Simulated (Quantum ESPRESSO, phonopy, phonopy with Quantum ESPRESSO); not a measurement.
# LiF (Fm-3m): phonons against volume, part 2 of 2

Which modes of LiF drive its thermal expansion?

Experimental results on record:
- volume expansion coefficient 99.6 1e-6/K and heat capacity C_P per formula unit 42 J/mol/K near room temperature (given in “High-Throughput Prediction of Finite-Temperature Properties using the Quasi-Harmonic Approximation”, 2016, arXiv:1603.06924)
- volume expansion coefficient 106.5 1e-6/K near room temperature (given in “Descriptors for thermal expansion in solids”, 2017, arXiv:1701.03966)

Quantum ESPRESSO 7.5; DFT PBE+D3(BJ), scalar-relativistic, plane waves, GBRV ultrasoft pseudopotentials.

So far. Step 19 (Lattice dynamics at this volume, V/V0 0.985): The time given is that of the 2 pw.x runs on displaced cells behind this step.

### 20. Self-consistent run, V/V0 1.03

This step: DFT PBE+D3(BJ), scalar-relativistic, plane waves, GBRV ultrasoft pseudopotentials (Quantum ESPRESSO 7.5).

System of this step: LiF. Symmetry: Fm-3m, No. 225, cubic system. Conventional cell: a = 4.038 Å, b = 4.038 Å, c = 4.038 Å, α = 90.00°, β = 90.00°, γ = 90.00°. Li has 6 F at 2.02 Å nearest. Nearest to F lie 6 Li at 2.02 Å. Farther neighbours and most contacts between anions are not listed.

The input, scf.in:

```
&CONTROL
  calculation = 'scf'
  prefix      = 'x'
  outdir      = './tmp'
  pseudo_dir  = './pseudo'
  tprnfor     = .true.
  tstress     = .true.
/
&SYSTEM
  ibrav           = 0
  nat             = 2
  ntyp            = 2
  ecutwfc         = 45.0
  ecutrho         = 270.0
  occupations     = 'fixed'
  nbnd            = 7
  vdw_corr        = 'grimme-d3'
  dftd3_version   = 4
  dftd3_threebody = .false.
/
&ELECTRONS
  conv_thr         = 1.0d-12
  mixing_beta      = 0.7
  electron_maxstep = 100
/
ATOMIC_SPECIES
 Li      6.9400  Li.upf
 F      18.9984  F.upf
CELL_PARAMETERS angstrom
     0.000000000    2.018837021    2.018837021
     2.018837021    0.000000000    2.018837021
     2.018837021    2.018837021    0.000000000
ATOMIC_POSITIONS crystal
 Li     0.000000000   0.000000000   0.000000000
 F      0.500000000   0.500000000   0.500000000
K_POINTS automatic
 12 12 12 0 0 0
```

Started as:

```
$ OMP_NUM_THREADS=1 mpirun -n 4 pw.x -nk 4 -in scf.in > scf.out
```

Wall time 2.1 s (4 MPI ranks of Arm Neoverse V2, shared host); 8 s of CPU time.

The run ends at a pressure of -2.08 GPa.

### 21. Ph1.030 field d3hess

The input, d3hess.in:

```
&INPUT
  prefix = 'x'
  outdir = './tmp'
  step   = 0.001
/
```

Started as:

```
$ d3hess.x -in d3hess.in > d3hess.out
```

Run time: 2 s. Hardware: 1 thread.

### 22. Born charges and dielectric tensor

The input, ph.in:

```
phonons
&INPUTPH
  prefix = 'x'
  outdir = './tmp'
  fildyn = 'x.dyn'
  tr2_ph = 1.0d-18
  epsil  = .true.
/
0.000000000 0.000000000 0.000000000
```

scf.in is that of step 20.

Started as:

```
$ OMP_NUM_THREADS=1 mpirun -n 4 ph.x -nk 4 -in ph.in > ph.out
```

It took 19 s on 4 MPI ranks.

ε∞:

```
2.05 0.00 0.00
0.00 2.05 0.00
0.00 0.00 2.05
```

The Born charges sum to zero within 0.0034 e; the rest is removed before use. Acoustic frequencies in this log differ from zero by the error of the sum rule, which ph.x does not impose.

### 23. Forces on a displaced cell

System of this step: LiF. The cell holds 54 atoms: 27 Li and 27 F. Its edges and angles: a = 8.565 Å, b = 8.565 Å, c = 8.565 Å, α = 60.0°, β = 60.0°, γ = 60.0°. It derives from LiF, repeated 3×3×3.

The input, disp-00001.in:

```
&CONTROL
  calculation = 'scf'
  prefix      = 'x'
  outdir      = './tmp'
  pseudo_dir  = './pseudo'
  tprnfor     = .true.
  disk_io     = 'none'
/
&SYSTEM
  ibrav           = 0
  nat             = 54
  ntyp            = 2
  ecutwfc         = 45.0
  ecutrho         = 270.0
  occupations     = 'fixed'
  nbnd            = 137
  vdw_corr        = 'grimme-d3'
  dftd3_version   = 4
  dftd3_threebody = .false.
/
&ELECTRONS
  conv_thr         = 1.0d-11
  mixing_beta      = 0.7
  electron_maxstep = 100
/
ATOMIC_SPECIES
 Li      6.9400  Li.upf
 F      18.9984  F.upf
CELL_PARAMETERS angstrom
     0.000000000    6.056511064    6.056511064
     6.056511064    0.000000000    6.056511064
     6.056511064    6.056511064    0.000000000
ATOMIC_POSITIONS crystal
 Li     0.002335030   0.000000000   0.000000000
 Li     0.333333333   0.000000000   0.000000000
 Li     0.666666667   0.000000000   0.000000000
 Li     0.000000000   0.333333333   0.000000000
 Li     0.333333333   0.333333333   0.000000000
 Li     0.666666667   0.333333333   0.000000000
 Li     0.000000000   0.666666667   0.000000000
 Li     0.333333333   0.666666667   0.000000000
[... 42 atom lines left out ...]
 F      0.833333333   0.500000000   0.833333333
 F      0.166666667   0.833333333   0.833333333
 F      0.500000000   0.833333333   0.833333333
 F      0.833333333   0.833333333   0.833333333
K_POINTS automatic
 3 3 3 0 0 0
```

Started as:

```
$ OMP_NUM_THREADS=1 mpirun -n 2 pw.x -nk 2 -in disp-00001.in > disp-00001.out
```

It took 7.4 min on 2 MPI ranks.

### 24. Lattice dynamics at this volume, V/V0 1.03

This step: DFT PBE+D3(BJ), scalar-relativistic, plane waves, GBRV ultrasoft pseudopotentials (phonopy with Quantum ESPRESSO 4.10.0 / 7.5).

Elapsed: 9.3 min, on 4 threads.

Phonopy, LO-TO term from ph.x's tensors. The phonon branches at the labelled points (cm⁻¹):

```csv
point,branch 1,branch 2,branch 3,branch 4,branch 5,branch 6
Γ,0,0,0,287,287,631
halfway,173,173,251,313,313,554
X,250,250,314,314,345,440
halfway,248,270,312,340,341,432
U,239,304,305,328,403,412
jump to K,239,304,305,328,403,412
halfway,155,202,266,274,331,583
Γ,0,0,0,287,287,631
halfway,135,135,254,283,283,616
L,205,205,282,282,383,589
halfway,225,265,297,326,368,511
W,264,312,312,358,384,384
halfway,258,274,336,336,337,425
X,250,250,314,314,345,440
```

No mode is imaginary beyond numerical noise along the path. The highest zone-centre mode (no LO–TO term) moved by -8.0 % for a volume change of +3.0 %.

The time given is that of the 2 pw.x runs on displaced cells behind this step.

### 25. Self-consistent run, V/V0 0.97

This step: DFT PBE+D3(BJ), scalar-relativistic, plane waves, GBRV ultrasoft pseudopotentials (Quantum ESPRESSO 7.5).

System of this step: LiF. The structure is cubic, space group Fm-3m (No. 225). The conventional cell has a = 3.958 Å, b = 3.958 Å, c = 3.958 Å, α = 90.00°, β = 90.00°, γ = 90.00°. Li has 6 F at 1.98 Å nearest. Nearest to F lie 6 Li at 1.98 Å. Farther neighbours and most contacts between anions are not listed.

scf.in, as its differences from that of step 22:

```diff
@@ -29,5 +29,5 @@
 CELL_PARAMETERS angstrom
-     0.000000000    2.018837021    2.018837021
-     2.018837021    0.000000000    2.018837021
-     2.018837021    2.018837021    0.000000000
+     0.000000000    1.978849491    1.978849491
+     1.978849491    0.000000000    1.978849491
+     1.978849491    1.978849491    0.000000000
 ATOMIC_POSITIONS crystal
```

Started as:

```
$ OMP_NUM_THREADS=1 mpirun -n 4 pw.x -nk 4 -in scf.in > scf.out
```

Wall time 2.4 s (4 MPI ranks).

The run ends at a pressure of 2.42 GPa.

### 26. Ph0.970 field d3hess

d3hess.in is that of step 21.

Started as:

```
$ d3hess.x -in d3hess.in > d3hess.out
```

Wall time 2 s (1 thread).

### 27. Zone-centre response

ph.in is that of step 22.

scf.in is that of step 25.

Started as:

```
$ OMP_NUM_THREADS=1 mpirun -n 4 ph.x -nk 4 -in ph.in > ph.out
```

The job ended after 22 s (4 MPI ranks).

ε∞:

```
2.06 0.00 0.00
0.00 2.06 0.00
0.00 0.00 2.06
```

The Born charges sum to zero within 0.0032 e; the rest is removed before use. Acoustic frequencies in this log differ from zero by the error of the sum rule, which ph.x does not impose.

### 28. Forces on a displaced cell

System of this step: LiF. The cell holds 54 atoms: 27 Li and 27 F. Cell: a = 8.396 Å, b = 8.396 Å, c = 8.396 Å, α = 60.0°, β = 60.0°, γ = 60.0°. It derives from LiF, repeated 3×3×3.

disp-00001.in, as its differences from that of step 23:

```diff
@@ -29,7 +29,7 @@
 CELL_PARAMETERS angstrom
-     0.000000000    6.056511064    6.056511064
-     6.056511064    0.000000000    6.056511064
-     6.056511064    6.056511064    0.000000000
+     0.000000000    5.936548472    5.936548472
+     5.936548472    0.000000000    5.936548472
+     5.936548472    5.936548472    0.000000000
 ATOMIC_POSITIONS crystal
- Li     0.002335030   0.000000000   0.000000000
+ Li     0.002382215   0.000000000   0.000000000
  Li     0.333333333   0.000000000   0.000000000
```

Started as:

```
$ OMP_NUM_THREADS=1 mpirun -n 2 pw.x -nk 2 -in disp-00001.in > disp-00001.out
```

It took 8.6 min on 2 MPI ranks; 17 min of CPU time.

### 29. Phonons, V/V0 0.97

This step: DFT PBE+D3(BJ), scalar-relativistic, plane waves, GBRV ultrasoft pseudopotentials (phonopy with Quantum ESPRESSO 4.10.0 / 7.5).

The job ended after 8.6 min (4 threads; 33 min of CPU time).

Phonopy, LO-TO term from ph.x's tensors. The phonon branches at the labelled points (cm⁻¹):

```csv
point,branch 1,branch 2,branch 3,branch 4,branch 5,branch 6
Γ,0,0,0,338,338,665
halfway,178,178,286,363,363,581
X,259,259,366,366,390,463
halfway,259,284,363,383,386,457
U,256,330,350,364,438,442
jump to K,256,330,350,364,439,442
halfway,182,210,299,309,379,614
Γ,0,0,0,338,338,665
halfway,151,151,272,330,330,649
L,232,232,321,321,409,621
halfway,250,289,340,374,386,543
W,290,340,340,393,420,420
halfway,276,288,377,380,384,451
X,259,259,366,366,390,463
```

No mode is imaginary beyond numerical noise along the path. The highest zone-centre mode (no LO–TO term) moved by +8.3 % for a volume change of -3.0 %.

The time given is that of the 2 pw.x runs on displaced cells behind this step.

### 30. Ground state at this cell, V/V0 1.05

This step: DFT PBE+D3(BJ), scalar-relativistic, plane waves, GBRV ultrasoft pseudopotentials (Quantum ESPRESSO 7.5).

System of this step: LiF. Symmetry: Fm-3m, No. 225, cubic system. Conventional cell: a = 4.064 Å, b = 4.064 Å, c = 4.064 Å, α = 90.00°, β = 90.00°, γ = 90.00°. Li has 6 F at 2.03 Å nearest. F has 6 Li at 2.03 Å nearest. Farther neighbours and most contacts between anions are not listed.

scf.in, as its differences from that of step 27:

```diff
@@ -29,5 +29,5 @@
 CELL_PARAMETERS angstrom
-     0.000000000    1.978849491    1.978849491
-     1.978849491    0.000000000    1.978849491
-     1.978849491    1.978849491    0.000000000
+     0.000000000    2.031820253    2.031820253
+     2.031820253    0.000000000    2.031820253
+     2.031820253    2.031820253    0.000000000
 ATOMIC_POSITIONS crystal
```

Started as:

```
$ OMP_NUM_THREADS=1 mpirun -n 4 pw.x -nk 4 -in scf.in > scf.out
```

Run time: 2.2 s. Hardware: 4 MPI ranks.

The run ends at a pressure of -3.30 GPa.

### 31. Ph1.050 field d3hess

d3hess.in is that of step 26.

Started as:

```
$ d3hess.x -in d3hess.in > d3hess.out
```

Wall time 2 s (1 thread).

### 32. Born charges and dielectric tensor

ph.in is that of step 27.

scf.in is that of step 30.

Started as:

```
$ OMP_NUM_THREADS=1 mpirun -n 4 ph.x -nk 4 -in ph.in > ph.out
```

Elapsed: 20 s, on 4 MPI ranks.

The Born charges sum to zero within 0.0034 e; the rest is removed before use. Acoustic frequencies in this log differ from zero by the error of the sum rule, which ph.x does not impose.

### 33. A displaced supercell

System of this step: LiF. The cell holds 54 atoms: 27 Li and 27 F. Cell: a = 8.620 Å, b = 8.620 Å, c = 8.620 Å, α = 60.0°, β = 60.0°, γ = 60.0°. It derives from LiF, repeated 3×3×3.

disp-00001.in, as its differences from that of step 28:

```diff
@@ -29,7 +29,7 @@
 CELL_PARAMETERS angstrom
-     0.000000000    5.936548472    5.936548472
-     5.936548472    0.000000000    5.936548472
-     5.936548472    5.936548472    0.000000000
+     0.000000000    6.095460759    6.095460759
+     6.095460759    0.000000000    6.095460759
+     6.095460759    6.095460759    0.000000000
 ATOMIC_POSITIONS crystal
- Li     0.002382215   0.000000000   0.000000000
+ Li     0.002320109   0.000000000   0.000000000
  Li     0.333333333   0.000000000   0.000000000
```

Started as:

```
$ OMP_NUM_THREADS=1 mpirun -n 2 pw.x -nk 2 -in disp-00001.in > disp-00001.out
```

It took 8.1 min on 2 MPI ranks; 16 min of CPU time.

### 34. Lattice dynamics at this volume, V/V0 1.05

This step: DFT PBE+D3(BJ), scalar-relativistic, plane waves, GBRV ultrasoft pseudopotentials (phonopy with Quantum ESPRESSO 4.10.0 / 7.5).

The job ended after 8.2 min (4 threads).

Phonopy, LO-TO term from ph.x's tensors. The phonon branches at the labelled points (cm⁻¹):

```csv
point,branch 1,branch 2,branch 3,branch 4,branch 5,branch 6
Γ,0,0,0,271,271,621
halfway,171,171,240,297,297,546
X,246,246,298,298,329,434
halfway,243,264,297,325,326,427
U,232,291,296,314,393,405
jump to K,232,291,296,314,393,405
halfway,147,199,252,266,316,573
Γ,0,0,0,271,271,621
halfway,130,130,249,268,268,606
L,197,197,269,269,375,580
halfway,217,256,285,310,363,502
W,257,300,300,347,376,376
halfway,252,268,322,322,323,419
X,246,246,298,298,329,434
```

No mode is imaginary beyond numerical noise along the path. The highest zone-centre mode (no LO–TO term) moved by -13.2 % for a volume change of +5.0 %.

The time given is that of the 2 pw.x runs on displaced cells behind this step.

### 35. Mode Grüneisen parameters

This step: DFT PBE+D3(BJ), scalar-relativistic, plane waves, GBRV ultrasoft pseudopotentials (phonopy 4.10.0).

This step gave:

- share of modes with a negative Grüneisen parameter: 0

Mean Grüneisen, by row:

```csv
T (K),heat-capacity-weighted mean,root mean square
50,1.535,1.662
100,1.639,1.739
200,1.647,1.745
300,1.63,1.73
500,1.614,1.716
800,1.607,1.71
```

Mean mode Grueneisen parameter against wavenumber:

```csv
wavenumber (cm⁻¹),mean mode Grueneisen parameter
11,-
32,1.32
54,1.49
76,1.65
97,1.63
119,1.38
140,1.51
162,1.59
184,1.5
205,1.52
227,1.52
248,1.26
270,1.27
291,1.88
313,2.07
334,2.1
356,1.9
378,1.35
399,1.42
421,1.27
442,1.06
464,1.05
486,1.01
507,0.947
529,0.932
550,0.907
572,0.881
594,0.871
615,0.865
637,0.872
```

Volume series, by row:

```csv
V/V0,V (Å³/atom),pressure (GPa),E - E0 (meV/atom),gap (eV),zero-point energy (meV/atom),lowest on the path (cm⁻¹),highest at Gamma without the LO-TO term (cm⁻¹)
0.97,7.749,2.423,1.787,9.55,64.7,0,337.9
0.985,7.869,1.162,0.441,9.406,63.22,0,324.9
1,7.989,-0.004,0,9.267,61.77,0,312.1
1.015,8.108,-1.084,0.419,9.133,60.36,0,299.5
1.03,8.228,-2.082,1.595,9.003,58.98,0,287.1
1.05,8.388,-3.299,4.274,8.836,57.17,0,270.8
```

Table of optical frequency at Gamma without the LO-TO term, mode 4 by V/V0:

```csv
V/V0,"optical frequency at Gamma without the LO-TO term, mode 4 (cm⁻¹)"
0.9700,338
0.9850,325
1.0000,312
1.0150,299
1.0300,287
1.0500,271
```

Grüneisen at points, by row:

```csv
point,branch,frequency (cm⁻¹),mode Grüneisen parameter
Γ,4,312.1,2.71
Γ,6,647.6,0.88
X,1,254.8,0.56
X,3,339.7,2.57
X,5,368.3,2.04
X,6,449.9,0.85
U,1,248,1.15
U,2,317.8,1.31
U,3,326.6,2.35
U,4,347.4,1.7
U,5,419.8,1.41
U,6,425,1.17
K,1,248,1.15
K,2,317.8,1.31
K,3,326.6,2.35
K,4,347.4,1.7
K,5,419.8,1.41
K,6,425,1.17
L,1,218.3,2.03
L,3,300.9,2.19
L,5,395.4,1.11
L,6,604.5,0.86
W,1,277.1,1.55
W,2,327.9,1.41
W,4,375.1,1.57
W,5,400,1.5
```

### 36. Free-energy fit

The energy (each curve on its own zero) by volume; values in meV/atom:

```csv
volume (Å³/atom),static,F at 0 K,F at 300 K,F at 900 K
7.749,1.79,5.45,7.52,16.4
7.869,0.44,2.62,3.92,9.4
7.989,0,0.74,1.25,3.27
8.108,0.42,-0.26,-0.58,-2.07
8.228,1.6,-0.46,-1.64,-6.67
8.388,4.27,0.42,-1.96,-11.8
```

### 37. All levels side by side

### 38. Results

* mean mode Grüneisen parameter at 300 K: 1.63

What this shows: The table stops at 250 K because beyond it the fitted volume comes within 1 % of the largest computed cell, where the fit loses its support. The heat-capacity-weighted Grüneisen parameter goes from 1.53 at 50 K to 1.61 at 800 K. Weighting γ by the density of states and each mode's heat capacity at 300 K, modes below 220 cm⁻¹ give about 14 % of the sum of γC that drives the expansion, those up to 440 cm⁻¹ 79 % and the rest 7 %. Among the labelled points γ is largest for branch 4 at Γ (312 cm⁻¹, 2.7) and smallest for branch 1 at X (255 cm⁻¹, 0.56). The supercell is 7.0 Å across at its narrowest and was not tested against a larger one: only its own wavevectors are exact, and acoustic branches between them, with the entropy at low temperature, can be off.

[Logs are printed without paths, hosts, clocks, repeated set-up lines and the standing remarks that a program may print on its own settings, such as how far it seeks lower states.]

[Hosts, paths, dates, database ids (printed as entryN), source tags and the programs' standing remarks are cut or masked in the printed files.]

[A step with changed settings may run another functional than the one named; its input shows which.]

[Of the runs on displaced cells, only some may be shown.]
